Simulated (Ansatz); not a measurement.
# How the smearing shapes the phonons of NbRu (Pm-3m)

Aim: see how the phonons of NbRu (Pm-3m) along the first symmetry line respond to the electronic smearing. The first relaxation steps of the session are not shown, so no cell shown is the starting entry, unless a step says so.

Calculated with Ansatz 0.2.0; DFT PBEsol, scalar-relativistic, plane waves, PAW.

Most raw output is cut from this account.

## 1. The cell after earlier relaxation steps

It takes space group Pm-3m (No. 221, cubic). Conventional cell: a = 3.142 Å, b = 3.142 Å, c = 3.142 Å, α = 90.00°, β = 90.00°, γ = 90.00°. Nearest to Nb lie 8 Ru at 2.72 Å. Nearest to Ru lie 8 Nb at 2.72 Å. Farther neighbours are not listed.

## 2. Relaxation

The structure is brought to rest under this functional. Earlier relaxation steps are not shown.

Input file input.yaml:

```yaml
crystal:
  lattice:
    - [3.1422975628, 0.0, 0.0]
    - [0.0, 3.1422975628, 0.0]
    - [0.0, 0.0, 3.1422975628]
  atoms:
    - { symbol: Nb, position: [0.0, 0.0, 0.0] }
    - { symbol: Ru, position: [0.5, 0.5, 0.5] }
kpoints:
  mp_grid: { grid: [10, 10, 10] }
hamiltonian:
  xc: pbesol
scf:
  occupations: { method: gaussian, width: 0.1 }
output:
  forces: true
  stress: true
  eigenvalues: true
relax:
  adjacent_minimum: "off"
  f_tol: 0.005
  max_steps: 80
  cell: { stress_tol: 0.05 }
```

Started as:

```console
$ ansatz run input.yaml --threads 4 --pin off --max-ram 8192MiB --backend cpu --events-out ev --progress --plain --runs-dir out
```

Elapsed: 2.6 s, on 4 threads of Intel Xeon Platinum 8175M at 2.50GHz (Skylake/Cascade Lake), shared host; peak memory 0.42 GiB; 8.6 s of CPU time.

Little changed from the start: no atom moved by 0.005 Å and no cell edge by 0.1 %.

Numbers from this step:

```
pressure          : -0.002580 GPa
volume per atom   : 15.48 Å³
metallic on mesh  : yes
gap on the k-mesh : 0 eV
```

The largest force is now zero by symmetry and the largest stress component 0.0026 GPa, small enough for phonons.

## 3. Phonons along a line: Fermi–Dirac smearing of 0.1 eV

Each wavevector is solved by itself, so no interpolation smooths a dip of the branch.

Input file input.yaml:

```yaml
crystal:
  lattice:
    - [3.1398677038, 0.0, 0.0]
    - [0.0, 3.1398677038, 0.0]
    - [0.0, 0.0, 3.1398677038]
  atoms:
    - { symbol: Nb, position: [0.0, 0.0, 0.0] }
    - { symbol: Ru, position: [0.5, 0.5, 0.5] }
kpoints:
  mp_grid: { grid: [16, 16, 16] }
hamiltonian:
  xc: pbesol
scf:
  occupations: { method: fermi_dirac, width: 0.1 }
output:
  eigenvalues: true
phonons:
  method: dfpt
  qpoints:
    - [0, 0, 0]
    - [0.0, 0.0625, 0.0]
    - [0.0, 0.1875, 0.0]
    - [0.0, 0.3125, 0.0]
    - [0.0, 0.4375, 0.0]
```

Wall time 3.9 min (4 threads); peak memory 2.1 GiB.

Each wavevector solved by linear response. The frequency by |q| along the line:

```
|q| along the line (Å⁻¹)  mode 1 = mode 2 (cm⁻¹)  mode 3 (cm⁻¹)  mode 4 (cm⁻¹)  mode 5 (cm⁻¹)  mode 6 (cm⁻¹)
                   0.000                       0              0            134            134            134
                   0.125                    17.4           27.0            135            136            136
                   0.375                    48.5           72.7            143            143            146
                   0.625                    68.8           88.8            140            140            167
                   0.875                    60.6           93.6            132            132            179
```

## 4. Phonons along a line: Fermi–Dirac smearing of 0.25 eV

Edit input.yaml of step 3 so:

```diff
@@ -13,3 +13,3 @@
 scf:
-  occupations: { method: fermi_dirac, width: 0.1 }
+  occupations: { method: fermi_dirac, width: 0.25 }
 output:
```

Wider smearing eases the sum over k-points of a metal but moves the result away from its zero-temperature value.

Wall time 4.1 min (4 threads); peak memory 2.2 GiB; 16 min of CPU time.

Each wavevector solved by linear response. Frequency against |q| along the line:

```
|q| along the line (Å⁻¹)  mode 1 = mode 2 (cm⁻¹)  mode 3 (cm⁻¹)  mode 4 = mode 5 (cm⁻¹)  mode 6 (cm⁻¹)
                   0.000                       0              0                     150            150
                   0.125                    18.1           31.8                     151            152
                   0.375                    52.7           87.4                     155            167
                   0.625                    83.6            115                     152            192
                   0.875                     106            120                     139            211
```

Against step 3 (now smearing width 0.25 eV), the free energy moves by -106.2 meV an atom.

## 5. Wavevectors along a line: Fermi–Dirac smearing of 0.04 eV

The smearing blurs the Fermi surface that screens the phonons; a Fermi–Dirac width is an electronic temperature.

Edit input.yaml of step 4 so:

```diff
@@ -13,3 +13,3 @@
 scf:
-  occupations: { method: fermi_dirac, width: 0.25 }
+  occupations: { method: fermi_dirac, width: 0.04 }
 output:
```

Narrower smearing comes nearer the zero-temperature value but asks more of the mesh.

Run time: 3.8 min. Hardware: 4 threads; peak memory 2.1 GiB.

Each wavevector solved by linear response. Table of frequency by |q| along the line:

```
|q| along the line (Å⁻¹)  mode 1 = mode 2 (cm⁻¹)  mode 3 (cm⁻¹)  mode 4 (cm⁻¹)  mode 5 (cm⁻¹)  mode 6 (cm⁻¹)
                   0.000                       0              0            129            129            129
                   0.125                    17.5           23.4            131            131            131
                   0.375                    48.3           57.8            135            141            141
                   0.625                    61.1           75.2            136            136            150
                   0.875                   -35.0           95.8            131            131            162
```

Against step 3 (now smearing width 0.04 eV), the free energy moves by +21.6 meV an atom.

## 6. Phonons along a line: Methfessel–Paxton smearing of 0.2 eV

Edit input.yaml of step 5 so:

```diff
@@ -13,3 +13,3 @@
 scf:
-  occupations: { method: fermi_dirac, width: 0.04 }
+  occupations: { method: methfessel_paxton, width: 0.2 }
 output:
```

Run time: 4.3 min. Hardware: 4 threads; peak memory 2.2 GiB.

Each wavevector solved by linear response. The frequency by |q| along the line:

```
|q| along the line (Å⁻¹)  mode 1 = mode 2 (cm⁻¹)  mode 3 (cm⁻¹)  mode 4 (cm⁻¹)  mode 5 (cm⁻¹)  mode 6 (cm⁻¹)
                   0.000                       0              0            128            128            128
                   0.125                    17.4           23.5            128            129            129
                   0.375                    47.2           60.8            136            137            137
                   0.625                    58.1           75.1            135            135            151
                   0.875                   -42.7           91.8            130            130            161
```

Against step 3 (now occupations Methfessel-Paxton and smearing width 0.2 eV), the free energy moves by +25.6 meV an atom.

## 7. The lowest branch at each setting

Lowest frequency against |q| along the line:

```
|q| along the line (Å⁻¹)  fermi dirac 0.1 eV, k 16x16x16 (cm⁻¹)  fermi dirac 0.25 eV, k 16x16x16 (cm⁻¹)  fermi dirac 0.04 eV, k 16x16x16 (cm⁻¹)  methfessel paxton 0.2 eV, k 16x16x16 (cm⁻¹)
                   0.000                                      0                                       0                                       0                                            0
                   0.125                                   17.4                                    18.1                                    17.5                                         17.4
                   0.375                                   48.5                                    52.7                                    48.3                                         47.2
                   0.625                                   68.8                                    83.6                                    61.1                                         58.1
                   0.875                                   60.6                                     106                                   -35.0                                        -42.7
```

## 8. Summary of results

| Item | Value |
| --- | --- |
| phonon run of the rows without a label of their own | PBEsol, k 16×16×16 |
| lowest branch at the last solved point, Fermi–Dirac 0.1 eV | 60.6 cm⁻¹ at \|q\| = 0.875 Å⁻¹ |
| lowest branch at the last solved point, Fermi–Dirac 0.25 eV | 106 cm⁻¹ at \|q\| = 0.875 Å⁻¹ |
| lowest branch at the last solved point, Fermi–Dirac 0.04 eV | -35.0 cm⁻¹ at \|q\| = 0.875 Å⁻¹ |
| lowest branch at the last solved point, Methfessel–Paxton 0.2 eV | -42.7 cm⁻¹ at \|q\| = 0.875 Å⁻¹ |

A branch softens as the smearing narrows, the mark of a Kohn anomaly. The line holds 5 wavevectors, so a narrow dip between them would be missed. Between Fermi–Dirac 0.25 eV and Fermi–Dirac 0.04 eV the largest change, with modes counted by rank of frequency, is in mode 1 at |q| = 0.875 Å⁻¹, from 106 to -35.0 cm⁻¹, a softening that marks strong screening by the Fermi surface at that wavevector. Where branches cross, a count by rank can hide a softening. The wide smearing hides an instability that the narrow one shows, as in charge-density-wave metals above and below their transition. At the narrowest width the k mesh may not resolve the Fermi surface, so part of the change can be mesh noise.

[Logs are printed without paths, hosts, clocks, repeated set-up lines and the standing remarks that a program may print on its own settings, such as how far it seeks lower states.]

[Hosts, paths, dates, database ids (printed as entryN), source tags and the programs' standing remarks are cut or masked in the printed files.]
